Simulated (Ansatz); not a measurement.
## Hf (P6_3/mmc, 2 atoms in the cell): modes against biaxial strain in the (0001) plane, that of a and b

Wanted: the shifts of the zone-centre modes of Hf (P6_3/mmc, 2 atoms in the cell) with strain.

Method: DFT PBEsol, scalar-relativistic, plane waves, PAW; PAW set soft_1, in Ansatz 0.2.0.

Report form: the programs' logs are mostly left out.

## (1) Set-up

Symmetry: P6_3/mmc, No. 194, hexagonal system. Conventional cell: a = 3.197 Å, b = 3.197 Å, c = 5.058 Å, α = 90.00°, β = 90.00°, γ = 120.00°. Nearest to Hf lie 12 Hf at 3.13 to 3.20 Å.

Coordinates:

```cif
data_structure
_symmetry_space_group_name_H-M 'P 1'
_symmetry_Int_Tables_number 1
_cell_length_a 3.1967
_cell_length_b 3.1967
_cell_length_c 5.0578
_cell_angle_alpha 90.000
_cell_angle_beta 90.000
_cell_angle_gamma 120.000
_cell_volume 44.76
loop_
_atom_site_label
_atom_site_type_symbol
_atom_site_fract_x
_atom_site_fract_y
_atom_site_fract_z
_atom_site_occupancy
Hf1 Hf 0.33333 0.66667 0.25000 1
Hf2 Hf 0.66667 0.33333 0.75000 1
```

## (2) Relaxation

The cell and atoms are relaxed, since residual forces and stress would shift the frequencies.

Contents of input.yaml:

```yaml
crystal:
  lattice:
    - [3.1967, 0.0, 0.0]
    - [-1.59835, 2.7684234083, 0.0]
    - [0.0, 0.0, 5.0578]
  atoms:
    - { symbol: Hf, position: [0.33333333, 0.66666667, 0.25] }
    - { symbol: Hf, position: [0.66666667, 0.33333333, 0.75] }
kpoints:
  mp_grid: { grid: [15, 15, 8] }
hamiltonian:
  xc: pbesol
  pseudopotentials: { kind: paw, azcp: { folder: soft_1 }, xc_functional: pbe }
scf:
  occupations: { method: gaussian, width: 0.1 }
output:
  forces: true
  stress: true
  eigenvalues: true
  write_density: true
  write_potential: true
  elf: true
  volumetric_format: npy
relax:
  adjacent_minimum: "off"
  f_tol: 0.005
  max_steps: 80
  cell: { stress_tol: 0.05 }
```

The run is started by

```
$ ansatz run input.yaml --threads 4 --pin off --max-ram 10240MiB --backend cpu --events-out ev --progress --plain --runs-dir out
```

Run time: 44 s. Hardware: 4 threads of Intel Xeon at 2.50GHz (Skylake/Cascade Lake), shared host; peak memory 0.51 GiB; 1.9 min of CPU time.

The steps of the relaxation:

```tsv
step	energy less that of the first step (eV)	largest force component (eV/Å)	pressure (GPa)	volume (Å³)
1	0.0000	0.0000	-3.77	44.76
2	0.0202	0.0000	6.27	41.09
3	-0.0190	0.0000	-0.24	43.31
4	-0.0191	0.0000	0.01	43.21
5*	-0.0187	0.0000	0.00	43.21
```

Relaxation steps marked * repeat the geometry before them on a plane-wave basis chosen anew for their cell, so energy and pressure can jump there. Relaxation step 2 was tried and not accepted.

Forces are held to the 24 operations that the run works with; a distortion that breaks them can't arise in this run.

```tsv
conventional cell, symmetrised	before	after	change
a (Å)	3.197	3.160	-1.1 %
b (Å)	3.197	3.160	-1.1 %
c (Å)	5.058	4.996	-1.2 %
volume (Å³/atom)	22.38	21.61	-3.5 %
```

The relaxed structure:

```cif
data_structure
_symmetry_space_group_name_H-M 'P 1'
_symmetry_Int_Tables_number 1
_cell_length_a 3.1602
_cell_length_b 3.1602
_cell_length_c 4.9962
_cell_angle_alpha 90.000
_cell_angle_beta 90.000
_cell_angle_gamma 120.000
_cell_volume 43.21
loop_
_atom_site_label
_atom_site_type_symbol
_atom_site_fract_x
_atom_site_fract_y
_atom_site_fract_z
_atom_site_occupancy
Hf1 Hf 0.33333 0.66667 0.25000 1
Hf2 Hf 0.66667 0.33333 0.75000 1
```

This step gave:

```
pressure          : 0.003749 GPa
volume per atom   : 21.61 Å³
gap on the k-mesh : 0 eV
```

Valence density in the ac plane at fractional y = 0.333, with atoms of Hf within 0.2 Å of it. It is the smooth field of the valence electrons, not physical close to the nuclei.

Values in e/Å³, 22 rows by 16 columns, each cell a mean:
```
 0  0  0  0  0  0  0  0  0  0  1  1  0  0  0  0
 0  0  0  0  0  0  0  0  1  1  2  2  1  1  1  0
 0  0  0  0  0  0  0  1  2  5  7  8  6  3  1  0
 0  0  0  0  0  0  1  2  5 13 23 25 16  7  2  1
 0  0  0  0  0  0  1  2  9 24 43 46 30 13  4  1
 0  0  0  0  0  0  1  3  9 25 45 49 32 13  4  1
 0  0  0  0  0  0  1  2  6 15 26 28 18  8  3  1
 0  0  0  0  0  0  0  1  2  5  8  8  6  3  1  1
 0  0  0  0  0  0  0  0  1  1  2  2  1  1  1  0
 0  0  0  0  0  0  0  0  0  0  1  1  1  0  0  0
 0  0  0  0  0  0  0  0  0  0  0  0  0  0  0  0
 0  0  0  0  0  0  0  0  0  0  0  0  0  0  0  0
 0  0  0  0  0  0  0  0  0  0  0  0  0  0  0  0
 0  0  0  0  0  0  0  0  0  0  0  0  0  0  0  0
 0  0  1  1  1  0  0  0  0  0  0  0  0  0  0  0
 0  1  1  1  1  1  0  0  0  0  0  0  0  0  0  0
 0  1  1  1  1  1  0  0  0  0  0  0  0  0  0  0
 0  1  1  1  1  0  0  0  0  0  0  0  0  0  0  0
 0  0  0  0  0  0  0  0  0  0  0  0  0  0  0  0
 0  0  0  0  0  0  0  0  0  0  0  0  0  0  0  0
 0  0  0  0  0  0  0  0  0  0  0  0  0  0  0  0
 0  0  0  0  0  0  0  0  0  0  0  0  0  0  0  0
```
Columns run along a (3.2 Å), rows up along c (5.0 Å). Atoms in or near the plane, at fractional coordinates: Hf at (0.67, 0.75).

Electrostatic potential energy in the ac plane at fractional y = 0.333, with atoms of Hf within 0.2 Å of it. With pseudopotentials it is smooth inside the atoms' cores, unlike the true potential.

Values in eV, 22 rows by 16 columns, each cell a mean:
```
 18  19  20  20  19  18  16  14  11   8   6   6   7  10  13  16
 16  18  19  20  19  17  13   8   2  -4  -7  -8  -5   0   6  12
 13  17  19  19  18  14   9   0  -9 -14 -15 -15 -15 -11  -4   6
 10  15  18  18  16  12   4  -8 -15 -14 -10 -10 -13 -16 -11   0
  8  14  17  17  15  10   0 -12 -15 -10  -2  -1  -7 -15 -14  -4
  8  14  17  17  15  10   0 -12 -16  -9  -1   0  -6 -14 -15  -4
  9  15  18  18  16  12   3  -9 -16 -14  -9  -8 -12 -15 -12  -1
 13  17  18  19  17  14   8  -1 -10 -15 -15 -15 -15 -13  -5   5
 16  18  19  19  19  16  13   8   1  -5  -8  -9  -7  -1   6  11
 17  19  20  20  19  18  16  14  10   7   5   5   6   9  13  15
 18  19  19  19  19  18  18  17  16  15  14  14  14  15  16  17
 18  17  17  17  17  17  18  18  18  18  18  18  18  18  18  18
 16  14  14  13  14  15  17  18  19  19  20  20  20  19  18  17
 13  11   9   8  10  12  14  17  19  20  20  20  20  19  18  15
 10   6   3   3   5   8  12  15  18  20  20  20  20  19  17  13
  8   3   0  -1   1   5  10  14  17  19  20  20  20  18  16  12
  8   3   0  -1   1   5  10  14  17  19  20  20  20  18  16  12
 10   6   3   2   4   8  12  15  18  20  20  20  20  19  16  13
 12  10   8   8   9  11  14  16  18  20  20  20  20  19  17  15
 15  14  13  13  13  15  16  18  19  20  20  20  20  19  18  17
 17  17  16  16  17  17  18  18  18  18  18  18  19  18  18  18
 18  19  19  19  19  18  18  17  16  15  15  15  15  16  17  18
```
Columns run along a (3.2 Å; values clipped at the 3rd and 97th percentile), rows up along c (5.0 Å). Atoms in or near the plane, at fractional coordinates: Hf at (0.67, 0.75).

ELF in the ac plane at fractional y = 0.333, with atoms of Hf within 0.2 Å of it. It is the smooth field of the valence electrons, not physical close to the nuclei.

Values, 22 rows by 16 columns, each cell a mean:
```
0.26 0.37 0.45 0.46 0.40 0.29 0.20 0.15 0.17 0.23 0.28 0.28 0.25 0.19 0.15 0.18
0.18 0.30 0.43 0.45 0.35 0.21 0.15 0.19 0.31 0.45 0.54 0.55 0.49 0.36 0.22 0.15
0.15 0.22 0.36 0.39 0.27 0.16 0.18 0.35 0.55 0.70 0.76 0.77 0.73 0.61 0.41 0.22
0.17 0.18 0.29 0.32 0.21 0.16 0.28 0.53 0.72 0.81 0.84 0.85 0.83 0.77 0.60 0.35
0.21 0.16 0.25 0.28 0.19 0.17 0.36 0.63 0.79 0.85 0.86 0.86 0.86 0.82 0.70 0.45
0.21 0.16 0.25 0.27 0.19 0.18 0.37 0.64 0.80 0.85 0.86 0.86 0.86 0.83 0.71 0.46
0.18 0.17 0.28 0.31 0.21 0.16 0.30 0.55 0.75 0.83 0.85 0.85 0.84 0.78 0.63 0.37
0.15 0.21 0.35 0.38 0.26 0.16 0.19 0.36 0.58 0.72 0.78 0.79 0.75 0.64 0.44 0.23
0.17 0.30 0.43 0.45 0.35 0.21 0.14 0.19 0.33 0.48 0.56 0.58 0.51 0.38 0.23 0.15
0.25 0.36 0.45 0.46 0.40 0.29 0.19 0.16 0.18 0.25 0.30 0.31 0.27 0.20 0.16 0.17
0.30 0.34 0.36 0.37 0.35 0.31 0.27 0.24 0.23 0.23 0.25 0.25 0.24 0.23 0.24 0.26
0.26 0.24 0.23 0.23 0.23 0.25 0.29 0.33 0.38 0.41 0.42 0.43 0.42 0.39 0.35 0.30
0.18 0.15 0.15 0.15 0.16 0.18 0.23 0.33 0.45 0.56 0.61 0.62 0.59 0.50 0.37 0.25
0.15 0.16 0.18 0.19 0.18 0.16 0.18 0.28 0.44 0.60 0.68 0.70 0.64 0.51 0.32 0.19
0.17 0.23 0.29 0.30 0.26 0.21 0.18 0.24 0.39 0.58 0.69 0.71 0.64 0.46 0.26 0.17
0.21 0.30 0.37 0.39 0.34 0.26 0.20 0.22 0.37 0.56 0.69 0.71 0.63 0.43 0.24 0.17
0.21 0.30 0.38 0.39 0.34 0.26 0.20 0.22 0.37 0.56 0.69 0.71 0.63 0.43 0.24 0.17
0.18 0.24 0.30 0.31 0.27 0.21 0.18 0.23 0.39 0.58 0.69 0.71 0.64 0.46 0.26 0.17
0.15 0.17 0.20 0.21 0.19 0.17 0.18 0.27 0.43 0.59 0.69 0.70 0.64 0.50 0.31 0.19
0.17 0.15 0.15 0.15 0.15 0.17 0.22 0.32 0.46 0.57 0.63 0.64 0.60 0.51 0.37 0.24
0.25 0.22 0.21 0.21 0.22 0.24 0.28 0.34 0.40 0.44 0.46 0.46 0.45 0.42 0.37 0.30
0.31 0.33 0.35 0.35 0.34 0.32 0.29 0.26 0.24 0.24 0.25 0.25 0.24 0.24 0.26 0.28
```
Columns run along a (3.2 Å), rows up along c (5.0 Å). Atoms in or near the plane, at fractional coordinates: Hf at (0.67, 0.75).

In this step the volume went from 22.38 to 21.61 Å³/atom.

## (3) Tight relaxation

Phonons need small forces and stress, so the relaxation is finished with tight tolerances on 15×15×8 k points.

input.yaml, the sections that differ from step 2:

```yaml
crystal:
  lattice:
    - [3.1602214804, 0.0, 0.0]
    - [-1.5801107402, 2.7368320836, 0.0]
    - [0.0, 0.0, 4.9962019126]
  atoms:
    - { symbol: Hf, position: [0.3333333333, 0.6666666667, 0.25] }
    - { symbol: Hf, position: [0.6666666667, 0.3333333333, 0.75] }
scf:
  occupations: { method: methfessel_paxton, width: 0.2 }
output:
  forces: true
  stress: true
  eigenvalues: true
relax:
  adjacent_minimum: "off"
  f_tol: 0.001
  max_steps: 60
  cell: { stress_tol: 0.01 }
# kpoints, hamiltonian: as in step 2
```

Run time: 31 s. Hardware: 4 threads; peak memory 0.49 GiB; 73 s of CPU time.

Little changed from the start: no atom moved by 0.005 Å and no cell edge by 0.1 %.

This step gave:

* pressure: -0.001358 GPa

The forces vanish by symmetry and the pressure is -0.001 GPa, within the tolerances set. The cell now holds 21.61 Å³/atom.

## (4) Zone-centre response at rest

The force constants come from the linear response of the density to a displacement.

The modes at rest are the reference of the series.

input.yaml, the sections that differ from step 3:

```yaml
crystal:
  lattice:
    - [3.1604220834, 0.0, 0.0]
    - [-1.5802110417, 2.7370058109, 0.0]
    - [0.0, 0.0, 4.9953798872]
  atoms:
    - { symbol: Hf, position: [0.3333333333, 0.6666666667, 0.25] }
    - { symbol: Hf, position: [0.6666666667, 0.3333333333, 0.75] }
output:
  eigenvalues: true
phonons:
  method: dfpt
# kpoints, hamiltonian, scf: as in step 3
# relax: removed
```

Elapsed: 1.7 min, on 4 threads; peak memory 1.5 GiB; 3.7 min of CPU time.

This step gave:

```
sum-rule residual before enforcement                    : 3.20e-5 eV/Å²
point group                                             : 6/mmm
highest optical mode at the zone centre (no LO-TO term) : 106.0 cm⁻¹
lowest optical zone-centre mode                         : 79.25 cm⁻¹
```

Patterns of degenerate modes are one choice out of their space. Modes at Γ:

```tsv
mode	frequency (cm⁻¹)	symmetry
1	0.0	acoustic
2	0.0	acoustic
3	0.0	acoustic
4	79.2	E2g
5	79.2	E2g
6	106.0	B1g
```

Displacements in mode 4 (79.2 cm⁻¹), the largest set to 1:
```
Hf1  0.00 -1.00  0.00
Hf2  0.00  1.00  0.00
```

Displacements in mode 6 (106.0 cm⁻¹), the largest set to 1:
```
Hf1  0.00  0.00  1.00
Hf2  0.00  0.00 -1.00
```

Before it was imposed, the acoustic sum rule was missed by 3.2e-5 eV/Å². Small misses are needed for a sound result but don't prove that mesh and cutoff are converged. The lowest optical mode is real, 79.2 cm⁻¹.

## (5) A member of the series: biaxial strain of +4 % in the (0001) plane, that of a and b

The cell takes a biaxial strain of +4 % in the (0001) plane, that of a and b. The strained lengths are held, while the rest of the cell and the atoms relax.

input.yaml, the sections that differ from step 4:

```yaml
crystal:
  lattice:
    - [3.2868389667, 0.0, 0.0]
    - [-1.6434194833, 2.8464860433, 0.0]
    - [0.0, 0.0, 4.8943865866]
  atoms:
    - { symbol: Hf, position: [0.3333333333, 0.6666666667, 0.25] }
    - { symbol: Hf, position: [0.6666666667, 0.3333333333, 0.75] }
output:
  forces: true
  stress: true
  eigenvalues: true
relax:
  adjacent_minimum: "off"
  f_tol: 0.001
  max_steps: 60
  cell: { stress_tol: 0.01, fix: [a, b, gamma] }
# kpoints, hamiltonian, scf: as in step 4
# phonons: removed
```

It took 30 s on 4 threads; peak memory 0.5 GiB.

Step by step:

```tsv
step	energy less that of the first step (eV)	largest force component (eV/Å)	pressure (GPa)	volume (Å³)
1	0.0000	0.0000	-5.68	45.79
2	-0.0005	0.0000	-4.41	45.25
3	-0.0013	0.0000	-5.01	45.50
4	-0.0013	0.0000	-5.00	45.49
5*	-0.0012	0.0000	-5.00	45.49
```

Relaxation steps marked * repeat the geometry before them on a plane-wave basis chosen anew for their cell, so energy and pressure can jump there.

Forces are held to the 24 operations that the run works with; a distortion that breaks them can't arise in this run.

```tsv
conventional cell, symmetrised	before	after	change
a (Å)	3.287	3.287	-0.0 %
b (Å)	3.287	3.287	-0.0 %
c (Å)	4.894	4.863	-0.7 %
volume (Å³/atom)	22.90	22.75	-0.7 %
```

Final coordinates:

```
Hf
1.0
     3.28684    0.00000    0.00000
    -1.64342    2.84649    0.00000
     0.00000    0.00000    4.86253
Hf
2
Cartesian
  0.0000 1.8977 1.2156
  1.6434 0.9488 3.6469
```

Numbers from this step:

* pressure: -5.000 GPa
* volume per atom: 22.75 Å³

The forces vanish by symmetry.

## (6) Modes of this member: biaxial strain of +4 % in the (0001) plane, that of a and b

The zone-centre modes follow for biaxial strain of +4 % in the (0001) plane, that of a and b.

input.yaml, the sections that differ from step 5:

```yaml
crystal:
  lattice:
    - [3.2868389667, 0.0, 0.0]
    - [-1.6434194833, 2.8464860433, 0.0]
    - [0.0, 0.0, 4.8625343009]
  atoms:
    - { symbol: Hf, position: [0.3333333333, 0.6666666667, 0.25] }
    - { symbol: Hf, position: [0.6666666667, 0.3333333333, 0.75] }
output:
  eigenvalues: true
phonons:
  method: dfpt
# kpoints, hamiltonian, scf: as in step 5
# relax: removed
```

Run time: 83 s. Hardware: 4 threads; peak memory 1.6 GiB; 4.1 min of CPU time.

Numbers from this step:

| Quantity | Value |
| --- | --- |
| sum-rule residual before enforcement | 2.66e-5 eV/Å² |
| highest optical mode at the zone centre (no LO-TO term) | 127.8 cm⁻¹ |
| lowest optical zone-centre mode | 86.3 cm⁻¹ |

Patterns of degenerate modes are one choice out of their space. Modes at Γ:

```tsv
mode	frequency (cm⁻¹)	symmetry
1	0.0	acoustic
2	0.0	acoustic
3	0.0	acoustic
4	86.3	E2g
5	86.3	E2g
6	127.8	B1g
```

The lowest optical mode is real, 86.3 cm⁻¹, and the highest lies at 127.8 cm⁻¹.

Between step 4 and this run (strain 4 %) the value for the highest optical mode at the zone centre (no LO-TO term) moves from 106 cm⁻¹ to 128 cm⁻¹ (+21 %).

(Continued in part 2 of 2.)

[Logs are printed without paths, hosts, clocks, repeated set-up lines and the standing remarks that a program may print on its own settings, such as how far it seeks lower states.]

[Hosts, paths, dates, database ids (printed as entryN), source tags and the programs' standing remarks are cut or masked in the printed files.]
